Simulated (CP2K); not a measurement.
The O K edge of ketene was computed by TDDFT (CP2K XAS_TDP, aug-cc-pVTZ, TDA) at these levels: BHandHLYP, PBEh(45%) and PBEh(45%) + GW2X. The first three lines of O3 (bonded to C) with a strength over 0.0015, energy in eV and strength:

| run | first | second | third |
| --- | --- | --- | --- |
| 1 | 530.33 (0.046) | 534.15 (0.029) | 534.95 (0.002) |
| 2 | 530.90 (0.043) | 534.60 (0.027) | 535.47 (0.002) |
| 3 | 527.85 (0.043) | 531.54 (0.027) | 532.42 (0.002) |

**Question.** Which run is which?

Run 1: BHandHLYP (50 % exact exchange). Run 2: PBEh(45%) + GW2X (45 % exact exchange). Run 3: PBEh(45%) (45 % exact exchange). Self-interaction lifts the core level, so the uncorrected lines rise with the share of exact exchange. The GW2X run keeps the spacings of its parent: 3.70 eV between the first two lines in run 2, 3.69 eV in run 3. Its shift is +3.05 eV, since the Kohn–Sham level at this share of exchange lies that far above the quasiparticle level.

[Hosts, paths, dates, database ids (printed as entryN), source tags and the programs' standing remarks are cut or masked in the printed files.]
